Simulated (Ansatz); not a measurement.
# WC (Qusongite, P-6m2): phonons and vibrational spectra

Task: relax WC (Qusongite, P-6m2), then find its harmonic phonons.

Program: Ansatz 0.2.0. Level of theory: DFT PBEsol, scalar-relativistic, plane waves, PAW. Results are calculated unless marked as measured.

### Step 1. The starting structure

The structure is hexagonal, space group P-6m2 (No. 187). Conventional cell: a = 2.907 Å, b = 2.907 Å, c = 2.837 Å, α = 90.00°, β = 90.00°, γ = 120.00°. W has 6 C at 2.20 Å nearest. Nearest to C lie 6 W at 2.20 Å. Farther neighbours are not listed.

### Step 2. Relaxation

The cell and atoms are relaxed, since residual forces and stress would shift the frequencies.

File input.yaml:

```yaml
crystal:
  lattice:
    - [2.9065, 0.0, 0.0]
    - [-1.45325, 2.5171028361, 0.0]
    - [0.0, 0.0, 2.8366]
  atoms:
    - { symbol: W, position: [0.0, 0.0, 0.0] }
    - { symbol: C, position: [0.6666666667, 0.3333333333, 0.5] }
kpoints:
  mp_grid: { grid: [15, 15, 14] }
hamiltonian:
  xc: pbesol
scf:
  occupations: { method: gaussian, width: 0.1 }
output:
  forces: true
  stress: true
  eigenvalues: true
relax:
  adjacent_minimum: "off"
  f_tol: 0.005
  max_steps: 80
  cell: { stress_tol: 0.05 }
```

Started as:

```
> ansatz run input.yaml --threads 4 --pin off --max-ram 7168MiB --backend cpu --events-out ev --progress --plain --runs-dir out
```

Numbers of over 12 decimals in the logs are rounded to 6 here.

Output:

```text
Engine: ansatz 0.2.0, aarch64-unknown-linux-gnu
Pseudopotentials: kind: paw
Pseudopotential: W, paw, valence charge 14, recommended cutoff 420 eV (normal), W.paw.azcp
Pseudopotential: C, paw, valence charge 4, recommended cutoff 420 eV (normal), C.paw.azcp
Functional definition: PBEsol
  exchange = pbesol_x
  correlation = pbesol_c
Crystal: 2 atoms, lattice volume = 20.752 Å³
Basis set: ecut = 420 eV, 405 PW (Γ), exchange–correlation on 40×40×40 points (8 copies of the dense FFT grid, shifted against one another)
Bands: 13, of which v1, the nominal top of the filled ones, is band 9 counted from 1 (8 counted from 0)
Symmetry: 12 space group operations
Space group: P-6m2 (ITA 187), of the structure as read, at distance tolerance 2.7e-5 Å
k-points: 216 of 3150 (time reversal used)
Non-local potential: W, projectors of the file, l = 0: 3, l = 1: 2, l = 2: 2, l = 3: 1
Non-local potential: C, projectors of the file, l = 0: 2, l = 1: 2, l = 2: 1
PAW form: soft (Blöchl's): semilocal exchange-correlation on the pseudo side does not see the compensation charge
PAW frozen core: W, regenerated for the run's functional, and the local potential with it (the file was generated under x = pbe(κ = 0.804, μ = 0.219515), c = pbe(β = 0.066725))
PAW frozen core: C, regenerated for the run's functional, and the local potential with it (the file was generated under x = pbe(κ = 0.804, μ = 0.219515), c = pbe(β = 0.066725))
PAW one-centre angular grid: W, 590 points (default); XC on 64 Gauss nodes
PAW one-centre angular grid: C, 110 points (default); XC on 64 Gauss nodes
Initial density: superposition of atomic densities (neutral atoms: chi_scale 0, normalization atom), corrected by the library's trained network
Initial wavefunctions: pseudopotential atomic-orbital guess
Functional: x = pbesol(κ = 0.804, μ = 0.123457), c = pbesol(β = 0.046)
SCF iter   1: F=—  HF=-10503.732869 eV  |F-HF|=—  |Δ(HF+E_count)|=         —  Δρ=1.21e-2  dr2=2.57e-2  ethr=1.77e-3  ⟨swp⟩=5.2  Hψ=13700  notcnv=0
preconditioner: auto → none  [metal: Δε(μ)=0.028 eV  Ē_g=10.074 eV  σ=0.100 eV  W_gap=0.15  n_scr=8 (ndim 8)  ℏωp=25.8 eV  f_vac=0.000  D(μ)=0.24/eV (n_scr^D=0)  sad-step TF]
SCF iter   2: F=—  HF=-10503.731297 eV  |F-HF|=—  |Δ(HF+E_count)|=   1.57e-3  Δρ=7.70e-3  dr2=1.21e-2  ethr=1.43e-4  ⟨swp⟩=1.0  Hψ=4536  notcnv=0
SCF iter   3: F=—  HF=-10503.729176 eV  |F-HF|=—  |Δ(HF+E_count)|=   2.12e-3  Δρ=8.55e-4  dr2=8.86e-5  ethr=6.70e-5  ⟨swp⟩=2.1  Hψ=3695  notcnv=0
SCF iter   4: F=—  HF=-10503.729133 eV  |F-HF|=—  |Δ(HF+E_count)|=   4.31e-5  Δρ=2.34e-4  dr2=4.44e-6  ethr=4.92e-7  ⟨swp⟩=2.1  Hψ=4431  notcnv=0
SCF iter   5: F=—  HF=-10503.729134 eV  |F-HF|=—  |Δ(HF+E_count)|=   9.19e-7  Δρ=4.41e-5  dr2=2.03e-7  ethr=2.47e-8  ⟨swp⟩=1.5  Hψ=3370  notcnv=0
SCF iter   6: F=-10503.729134 eV  HF=-10503.729134 eV  |F-HF|=5.77e-9  |Δ(HF+E_count)|=   7.85e-9  Δρ=7.41e-6  dr2=9.26e-9  ethr=5.56e-10  ⟨swp⟩=6.0  Hψ=12514  notcnv=0
SCF 1 converged in 6 iterations: F = -10503.729134 eV  dr2 = 9.26e-9
  greatest PAW one-centre occupation: 1.000 electrons in one spin orbital (limit 2), on the W atom at site 0 (counted from 0), in its partial waves of l = 0
relax step   1: F+E_penalty+E_count = -10503.72913369 eV  Δ(F+E_penalty+E_count) = +0.000e0 eV  max|allowed force component| = 1.712e-16 eV/Å  Δτ_max = 0.0000 Å  P = -3.576 GPa  Ω = 20.752 Å³  (6 SCF iters, dr2 threshold 1.00e-7 eV, accepted)
Crystal: 2 atoms, lattice volume = 20.472 Å³
Initial density: handed on by an earlier stage of this run
Initial wavefunctions: those handed on with the density
iter 1 solved again at ethr=1.14e-5 eV; its pass at ethr=3.10e-3 eV (dr2=2.04e-3 eV) is discarded
SCF iter   1: F=—  HF=-10503.731591 eV  |F-HF|=—  |Δ(HF+E_count)|=         —  Δρ=2.88e-3  dr2=1.97e-3  ethr=1.14e-5  ⟨swp⟩=2.0  Hψ=16040  notcnv=0
preconditioner: auto → none  [metal: Δε(μ)=0.033 eV  Ē_g=10.239 eV  σ=0.100 eV  W_gap=0.19  n_scr=8 (ndim 8)  ℏωp=26.0 eV  f_vac=0.000  D(μ)=0.23/eV (n_scr^D=0)]
SCF iter   2: F=—  HF=-10503.731172 eV  |F-HF|=—  |Δ(HF+E_count)|=   4.18e-4  Δρ=1.12e-3  dr2=3.15e-4  ethr=1.09e-5  ⟨swp⟩=1.6  Hψ=3283  notcnv=0
SCF iter   3: F=—  HF=-10503.731100 eV  |F-HF|=—  |Δ(HF+E_count)|=   7.26e-5  Δρ=1.22e-4  dr2=2.13e-6  ethr=1.75e-6  ⟨swp⟩=2.0  Hψ=3388  notcnv=0
SCF iter   4: F=—  HF=-10503.731093 eV  |F-HF|=—  |Δ(HF+E_count)|=   6.50e-6  Δρ=2.33e-5  dr2=4.06e-8  ethr=1.18e-8  ⟨swp⟩=2.2  Hψ=3878  notcnv=0
iter 5 did not close the SCF: its close was put off for the readings that it lacked (scf_convergence_deferred on its scf_iter line)
SCF iter   5: F=-10503.731093 eV  HF=-10503.731093 eV  |F-HF|=5.82e-11  |Δ(HF+E_count)|=   1.19e-8  Δρ=2.15e-6  dr2=2.30e-10  ethr=2.26e-10  ⟨swp⟩=2.3  Hψ=4315  notcnv=0
SCF iter   6: F=-10503.731093 eV  HF=-10503.731093 eV  |F-HF|=0.00e0  |Δ(HF+E_count)|=  1.13e-10  Δρ=2.74e-7  dr2=5.73e-12  ethr=1.28e-12  ⟨swp⟩=1.0  Hψ=7948  notcnv=0
SCF 2 converged in 6 iterations: F = -10503.731093 eV  dr2 = 5.73e-12
relax step   2: F+E_penalty+E_count = -10503.73109302 eV  Δ(F+E_penalty+E_count) = -1.959e-3 eV  max|allowed force component| = 1.295e-16 eV/Å  Δτ_max = 0.0000 Å  P = +1.967 GPa  Ω = 20.472 Å³  energy of the carried Pulay correction = +5.233e-4 eV  (6 SCF iters, dr2 threshold 2.00e-7 eV, accepted)
Crystal: 2 atoms, lattice volume = 20.575 Å³
iter 1 solved again at ethr=1.07e-6 eV; its pass at ethr=3.10e-3 eV (dr2=1.93e-4 eV) is discarded
SCF iter   1: F=—  HF=-10503.731509 eV  |F-HF|=—  |Δ(HF+E_count)|=         —  Δρ=9.41e-4  dr2=1.95e-4  ethr=1.07e-6  ⟨swp⟩=2.0  Hψ=16857  notcnv=0
preconditioner: auto → none  [metal: Δε(μ)=0.035 eV  Ē_g=10.185 eV  σ=0.100 eV  W_gap=0.20  n_scr=8 (ndim 8)  ℏωp=25.9 eV  f_vac=0.000  D(μ)=0.24/eV (n_scr^D=0)]
SCF iter   2: F=—  HF=-10503.731460 eV  |F-HF|=—  |Δ(HF+E_count)|=   4.93e-5  Δρ=3.54e-4  dr2=2.92e-5  ethr=1.07e-6  ⟨swp⟩=2.0  Hψ=3513  notcnv=0
SCF iter   3: F=—  HF=-10503.731453 eV  |F-HF|=—  |Δ(HF+E_count)|=   6.73e-6  Δρ=4.87e-5  dr2=3.84e-7  ethr=1.62e-7  ⟨swp⟩=2.1  Hψ=3458  notcnv=0
iter 4 did not close the SCF: its close was put off for the readings that it lacked (scf_convergence_deferred on its scf_iter line)
SCF iter   4: F=-10503.731453 eV  HF=-10503.731453 eV  |F-HF|=7.82e-10  |Δ(HF+E_count)|=   6.63e-8  Δρ=8.10e-6  dr2=5.75e-9  ethr=2.13e-9  ⟨swp⟩=2.2  Hψ=3847  notcnv=0
iter 5 did not close the SCF: its close was put off for the readings that it lacked (scf_convergence_deferred on its scf_iter line)
SCF iter   5: F=-10503.731453 eV  HF=-10503.731453 eV  |F-HF|=2.55e-11  |Δ(HF+E_count)|=  7.53e-10  Δρ=9.89e-7  dr2=8.31e-11  ethr=3.19e-11  ⟨swp⟩=2.3  Hψ=4112  notcnv=0
SCF iter   6: F=-10503.731453 eV  HF=-10503.731453 eV  |F-HF|=5.46e-12  |Δ(HF+E_count)|=  1.46e-11  Δρ=1.64e-7  dr2=1.28e-12  ethr=1.00e-12  ⟨swp⟩=1.0  Hψ=7609  notcnv=0
SCF 3 converged in 6 iterations: F = -10503.731453 eV  dr2 = 1.28e-12
relax step   3: F+E_penalty+E_count = -10503.73145324 eV  Δ(F+E_penalty+E_count) = -3.602e-4 eV  max|allowed force component| = 2.220e-16 eV/Å  Δτ_max = 0.0000 Å  P = -0.001 GPa  Ω = 20.575 Å³  energy of the carried Pulay correction = +3.300e-4 eV  (6 SCF iters, dr2 threshold 2.00e-7 eV, accepted)
[...]
relax step   4: F+E_penalty+E_count = -10503.73151876 eV  Δ(F+E_penalty+E_count) = -6.552e-5 eV  max|allowed force component| = 1.665e-16 eV/Å  Δτ_max = 0.0000 Å  P = -0.099 GPa  Ω = 20.576 Å³  energy of the carried Pulay correction = +3.295e-4 eV  (6 SCF iters, dr2 threshold 2.00e-7 eV, accepted)
[...]
relax step   5: F+E_penalty+E_count = -10503.73153197 eV  Δ(F+E_penalty+E_count) = -1.321e-5 eV  max|allowed force component| = 4.811e-16 eV/Å  Δτ_max = 0.0000 Å  P = -0.000 GPa  Ω = 20.571 Å³  energy of the carried Pulay correction = +3.371e-4 eV  (6 SCF iters, dr2 threshold 2.00e-7 eV, accepted)
Initial wavefunctions: pseudopotential atomic-orbital guess (no wavefunctions were taken with the density)
iter 1 solved again at ethr=7.31e-8 eV; its pass at ethr=3.10e-3 eV (dr2=1.32e-5 eV) is discarded
SCF iter   1: F=—  HF=-10503.731207 eV  |F-HF|=—  |Δ(HF+E_count)|=         —  Δρ=4.06e-5  dr2=6.17e-8  ethr=7.31e-8  ⟨swp⟩=3.1  Hψ=21774  notcnv=0
SCF iter   2: F=—  HF=-10503.731201 eV  |F-HF|=—  |Δ(HF+E_count)|=   5.78e-6  Δρ=1.96e-5  dr2=1.07e-8  ethr=3.43e-10  ⟨swp⟩=2.4  Hψ=4541  notcnv=0
SCF iter   3: F=—  HF=-10503.731201 eV  |F-HF|=—  |Δ(HF+E_count)|=   8.97e-9  Δρ=2.09e-6  dr2=1.11e-10  ethr=5.93e-11  ⟨swp⟩=2.4  Hψ=4734  notcnv=0
iter 4 did not close the SCF: its close was put off for the readings that it lacked (scf_convergence_deferred on its scf_iter line)
SCF iter   4: F=-10503.731201 eV  HF=-10503.731201 eV  |F-HF|=3.64e-12  |Δ(HF+E_count)|=  1.44e-10  Δρ=1.28e-7  dr2=1.75e-12  ethr=1.00e-12  ⟨swp⟩=2.0  Hψ=3856  notcnv=0
iter 5 did not close the SCF: its close was put off for the readings that it lacked (scf_convergence_deferred on its scf_iter line)
SCF iter   5: F=-10503.731201 eV  HF=-10503.731201 eV  |F-HF|=7.28e-12  |Δ(HF+E_count)|=  7.28e-12  Δρ=2.75e-8  dr2=5.44e-14  ethr=1.00e-12  ⟨swp⟩=1.0  Hψ=2808  notcnv=0
iter 6 did not close the SCF: its close was put off for the readings that it lacked (scf_convergence_deferred on its scf_iter line)
SCF iter   6: F=-10503.731201 eV  HF=-10503.731201 eV  |F-HF|=3.64e-12  |Δ(HF+E_count)|=    0.00e0  Δρ=4.53e-9  dr2=2.68e-15  ethr=1.00e-12  ⟨swp⟩=1.0  Hψ=2808  notcnv=0
iter 7 did not close the SCF: its close was put off for the readings that it lacked (scf_convergence_deferred on its scf_iter line)
SCF iter   7: F=-10503.731201 eV  HF=-10503.731201 eV  |F-HF|=1.82e-12  |Δ(HF+E_count)|=    0.00e0  Δρ=9.92e-10  dr2=1.88e-16  ethr=1.00e-12  ⟨swp⟩=1.0  Hψ=2808  notcnv=0
SCF iter   8: F=-10503.731201 eV  HF=-10503.731201 eV  |F-HF|=1.82e-12  |Δ(HF+E_count)|=    0.00e0  Δρ=2.46e-10  dr2=1.03e-17  ethr=1.00e-12  ⟨swp⟩=2.2  Hψ=7541  notcnv=0
SCF 6 converged in 8 iterations: F = -10503.731201 eV  dr2 = 1.03e-17
relax step   6: F+E_penalty+E_count = -10503.73120097 eV  Δ(F+E_penalty+E_count) = +3.310e-4 eV  max|allowed force component| = 4.718e-16 eV/Å  Δτ_max = 0.0000 Å  P = -0.017 GPa  Ω = 20.571 Å³  stress off target by 1.70e-2 GPa  SCF on the basis re-selected at this cell (its energy is not comparable with the rows above)  (8 SCF iters)
basis re-selected at this cell: Δ(F+E_penalty+E_count) = +3.310e-4 eV, ΔP = -0.017 GPa vs the last step (what re-selecting the basis moved, of the pressure what is left beyond the Pulay correction that the steps carried, after the strain that the cell walked since its last selection, with what the two solves' SCF thresholds leave and, on support functions, any second-order correction that the steps lacked; it is no m [...]
SCF converged after 8 iterations
Free energy (F): -10503.731201 eV
Harris-Foulkes:  -10503.731201 eV  (|F-HF|=1.82e-12)
Internal energy: -10503.730023 eV  (E = F + TS)
E sigma→0 (E₀):  -10503.730612 eV
Entropy (-TS):   -0.001178 eV (-0.589 meV/atom)
Fermi energy:    20.608228 eV
--- Per-component energies (eV) ---
  E_band       = -57.113572
  E_kinetic    = 542.302818
  E_local      = -660.789798  (includes V_loc(G=0)·N_el)
  E_nonlocal   = 28.158860
  E_hartree    = 233.413840
  E_xc         = -314.675498
  E_vxc        = -300.236144  (∫ρ·V_xc dr)
  E_paw        = -8530.886978  (= ΣΔE_a)
  E_vpaw       = -133.376924  (= ΣTr[D̂ρ^β])
  E_aug_tail   = -0.000064  (compensation charges beyond the density's cutoff)
  E_ewald      = -1801.496096
  E_core_change = 0.242893  (= ΣΔE_core)
  E_smearing   = -0.001178  (= −TS)
  E_closure    = -0.000000  (closes the sum)
  Σ components = -10503.731201   (vs F -10503.731201, Δ=0.00e0)
--- Forces (eV/Å), atoms counted from 1 ---
  atom   1  W     -0.00000000    -0.00000000     0.00000000
  atom   2  C      0.00000000    -0.00000000     0.00000000
  max |Σ_I F_I| component: 1.28e-15 eV/Å
--- Stress (GPa, compression-positive) ---
       -0.016973      -0.000000      -0.000000
        0.000000      -0.016973       0.000000
        0.000000       0.000000      -0.016451
  P = ⅓ Tr σ = -0.0168 GPa (-0.168 kbar)
--- Band table (eV; the first three rows and the last of 216) ---
  k-point 0: bands = [... 5 lower, 16.2646, 17.2661, 17.2661, 20.7646, 23.9083, 23.9083, 26.3356, 26.3356]
  k-point 1: bands = [... 5 lower, 16.2087, 17.3237, 17.3237, 20.7414, 23.4588, 23.4588, 26.6072, 26.6072]
  k-point 2: bands = [... 5 lower, 15.9602, 17.4909, 17.4909, 20.8178, 22.5717, 22.5717, 26.9193, 26.9193]
  k-point 215: bands = [... 5 lower, 13.3302, 15.2113, 19.0650, 19.9874, 25.1039, 27.1515, 28.3505, 29.8415]
--- Relaxed structure (5 steps of the walk, 5 accepted, 1 SCFs on fresh bases) ---
  F+E_penalty+E_count = -10503.73120097 eV   max|allowed force component| = 4.718e-16 eV/Å   (the final SCF, on the basis selected at the relaxed cell)
  cell:  # Å, volume = 20.5714 Å³
    - [2.898593, -8.778981540180971e-19, 0]
    - [-1.449296, 2.510255, 0]
    - [0, 0, 2.827218]
  atoms:
    - { symbol: W, position: [-3.700743415524894e-17, 0, 0] }
    - { symbol: C, position: [0.666667, 0.333333, 0.5] }
```

It took 29 s on 4 threads of Arm Neoverse N1, shared host; peak memory 0.39 GiB.

Step by step:

| step | energy less that of the first step (eV) | largest force component (eV/Å) | pressure (GPa) | volume (Å³) |
| --- | --- | --- | --- | --- |
| 1 | 0.0000 | 0.0000 | -3.58 | 20.75 |
| 2 | -0.0020 | 0.0000 | 1.97 | 20.47 |
| 3 | -0.0023 | 0.0000 | 0.00 | 20.57 |
| 4 | -0.0024 | 0.0000 | -0.10 | 20.58 |
| 5 | -0.0024 | 0.0000 | 0.00 | 20.57 |
| 6* | -0.0021 | 0.0000 | -0.02 | 20.57 |

Relaxation steps marked * repeat the geometry before them on a plane-wave basis chosen anew for their cell, so energy and pressure can jump there.

The run keeps the 12 symmetry operations that it works with, so distortions that break them were not tested.

| conventional cell, symmetrised | before | after | change |
| --- | --- | --- | --- |
| a (Å) | 2.907 | 2.899 | -0.3 % |
| b (Å) | 2.907 | 2.899 | -0.3 % |
| c (Å) | 2.837 | 2.827 | -0.3 % |
| volume (Å³/atom) | 10.38 | 10.29 | -0.9 % |

Final coordinates:

```xyz
2
Lattice="2.8986 0.0000 0.0000 -1.4493 2.5103 0.0000 0.0000 0.0000 2.8272" Properties=species:S:1:pos:R:3 pbc="T T T"
W     0.0000    0.0000    0.0000
C     1.4493    0.8368    1.4136
```

Numbers from this step:

| Item | Value |
| --- | --- |
| pressure | -0.01680 GPa |
| volume per atom | 10.29 Å³ |
| gap on the k-mesh | 0 eV |

In this step the volume went from 10.38 to 10.29 Å³/atom.

### Step 3. Relaxing to small forces for the phonons

Phonons need a cell at rest on their own settings, so the relaxation is repeated with tight tolerances on forces and stress on the k mesh and occupations of the first response run.

File input.yaml:

```yaml
crystal:
  lattice:
    - [2.8985925964, 0.0, 0.0]
    - [-1.4492962982, 2.5102548237, 0.0]
    - [0.0, 0.0, 2.8272176826]
  atoms:
    - { symbol: W, position: [0.0, 0.0, 0.0] }
    - { symbol: C, position: [0.6666666667, 0.3333333333, 0.5] }
kpoints:
  mp_grid: { grid: [15, 15, 16] }
hamiltonian:
  xc: pbesol
scf:
  occupations: { method: methfessel_paxton, width: 0.15 }
output:
  forces: true
  stress: true
  eigenvalues: true
  write_density: true
  write_potential: true
  elf: true
  volumetric_format: npy
relax:
  adjacent_minimum: "off"
  f_tol: 0.001
  max_steps: 60
  cell: { stress_tol: 0.01 }
```

Output:

```text
[...]
Crystal: 2 atoms, lattice volume = 20.571 Å³
Basis set: ecut = 420 eV, 405 PW (Γ), exchange–correlation on 40×40×40 points (8 copies of the dense FFT grid, shifted against one another)
Bands: 13, of which v1, the nominal top of the filled ones, is band 9 counted from 1 (8 counted from 0)
Symmetry: 12 space group operations
[...]
k-points: 243 of 3600 (time reversal used)
[...]
k-point 242: bands = [... 5 lower, 13.3312, 15.2127, 19.0663, 19.9881, 25.1049, 27.1532, 28.3520, 29.8422]
--- Relaxed structure (3 steps of the walk, 2 accepted, 1 SCFs on fresh bases) ---
[...]
cell:  # Å, volume = 20.5705 Å³
    - [2.898490, 0, 0]
    - [-1.449245, 2.510166, 0]
    - [0, 0, 2.827287]
  atoms:
    - { symbol: W, position: [-3.700743415524894e-17, 0, 0] }
    - { symbol: C, position: [0.666667, 0.333333, 0.5] }
[key lines of the parts left out:]
SCF converged after 4 iterations
Free energy (F): -10503.729912 eV
Fermi energy:    20.615786 eV
P = ⅓ Tr σ = -0.0013 GPa (-0.013 kbar)
```

Run time: 22 s. Hardware: 4 threads; peak memory 0.4 GiB.

Little changed from the start: no atom moved by 0.005 Å and no cell edge by 0.1 %.

Numbers from this step:

```
pressure : -0.001320 GPa
```

Valence density in the ac plane at fractional y = 0.333, with atoms of C within 0.2 Å of it. It is the smooth field of the valence electrons, not physical close to the nuclei.

Ten even steps from '_' (0.3 e/Å³) to '@' (1.7 e/Å³):
```
--++****++--..______________..
::--====--::..................
....::::........::::::::::....
..________....::--==++==--::..
..________..::==**##%%##**==::
..________..::++%%@@@@@@%%++::
..________..--**@@@@@@@@@@**--
..________..--**@@@@@@@@@@**--
..________..::++%%@@@@@@%%++::
..________..::==**##%%##**==::
..________....::--==++==--::..
....::::........::::::::::....
::--====--::..................
--++****++--..______________..
--**%%##**--..______________..
```
Columns run along a (2.9 Å), rows up along c (2.8 Å). Atoms in or near the plane, at fractional coordinates: C at (0.67, 0.50).

ELF in the ac plane at fractional y = 0.333, with atoms of C within 0.2 Å of it. It is the smooth field of the valence electrons, not physical close to the nuclei.

Values, 15 rows by 15 columns:
```
0.26 0.37 0.44 0.44 0.37 0.26 0.19 0.20 0.24 0.28 0.29 0.28 0.24 0.20 0.19
0.21 0.26 0.31 0.31 0.26 0.21 0.22 0.30 0.40 0.47 0.49 0.47 0.40 0.30 0.22
0.20 0.17 0.18 0.18 0.18 0.20 0.31 0.49 0.62 0.68 0.69 0.68 0.62 0.49 0.31
0.28 0.16 0.12 0.12 0.16 0.28 0.50 0.68 0.75 0.75 0.74 0.75 0.75 0.68 0.50
0.43 0.22 0.14 0.14 0.23 0.43 0.66 0.77 0.75 0.68 0.63 0.68 0.76 0.77 0.66
0.56 0.32 0.19 0.19 0.32 0.56 0.73 0.76 0.64 0.38 0.24 0.38 0.64 0.76 0.73
0.61 0.38 0.23 0.23 0.38 0.61 0.75 0.73 0.49 0.12 0.02 0.12 0.49 0.73 0.75
0.61 0.38 0.23 0.23 0.38 0.61 0.75 0.73 0.49 0.12 0.02 0.12 0.49 0.73 0.75
0.56 0.32 0.19 0.19 0.32 0.56 0.73 0.76 0.64 0.38 0.24 0.38 0.64 0.76 0.73
0.43 0.22 0.14 0.14 0.23 0.43 0.66 0.77 0.75 0.68 0.63 0.68 0.76 0.77 0.66
0.28 0.16 0.12 0.12 0.16 0.28 0.50 0.68 0.75 0.75 0.74 0.75 0.75 0.68 0.50
0.20 0.17 0.18 0.18 0.18 0.20 0.31 0.49 0.62 0.68 0.69 0.68 0.62 0.49 0.31
0.21 0.26 0.31 0.31 0.26 0.21 0.22 0.30 0.40 0.47 0.49 0.47 0.40 0.30 0.22
0.26 0.37 0.44 0.44 0.37 0.26 0.19 0.20 0.24 0.28 0.29 0.28 0.24 0.20 0.19
0.29 0.42 0.49 0.49 0.41 0.28 0.19 0.17 0.19 0.21 0.22 0.21 0.19 0.17 0.18
```
Columns run along a (2.9 Å), rows up along c (2.8 Å). Atoms in or near the plane, at fractional coordinates: C at (0.67, 0.50).

Electrostatic potential energy in the ac plane at fractional y = 0.333, with atoms of C within 0.2 Å of it. With pseudopotentials it is smooth inside the atoms' cores, unlike the true potential.

Values in eV, 15 rows by 15 columns:
```
  5  -2  -6  -6  -2   5  11  16  18  20  20  20  18  16  11
  8   3  -1  -1   3   8  13  17  19  19  19  19  19  17  13
 13   9   7   7   9  13  15  17  17  17  17  17  17  17  15
 16  14  13  13  14  16  17  16  13   8   5   8  13  16  17
 18  18  17  17  18  18  17  12  -1 -16 -22 -16  -1  12  17
 19  20  20  20  20  19  16   3 -21 -41 -49 -41 -21   3  16
 20  21  21  21  21  20  15  -4 -33 -49 -49 -49 -33  -4  15
 20  21  21  21  21  20  15  -4 -33 -49 -49 -49 -33  -4  15
 19  20  20  20  20  19  16   3 -21 -41 -49 -41 -21   3  16
 18  18  17  17  18  18  17  12  -1 -16 -22 -16  -1  12  17
 16  14  13  13  14  16  17  16  13   8   5   8  13  16  17
 13   9   7   7   9  13  15  17  17  17  17  17  17  17  15
  8   3  -1  -1   3   8  13  17  19  19  19  19  19  17  13
  5  -2  -6  -6  -2   5  11  16  18  20  20  20  18  16  11
  3  -4  -9  -9  -4   3  11  15  18  20  20  20  18  15  10
```
Columns run along a (2.9 Å; values clipped at the 3rd and 97th percentile), rows up along c (2.8 Å). Atoms in or near the plane, at fractional coordinates: C at (0.67, 0.50).

The forces vanish by symmetry and the pressure is -0.001 GPa, within the tolerances set. The cell now holds 10.29 Å³/atom.

[end of part 1 of 2]

[Logs are printed without paths, hosts, clocks, repeated set-up lines and the standing remarks that a program may print on its own settings, such as how far it seeks lower states.]

[Hosts, paths, dates, database ids (printed as entryN), source tags and the programs' standing remarks are cut or masked in the printed files.]
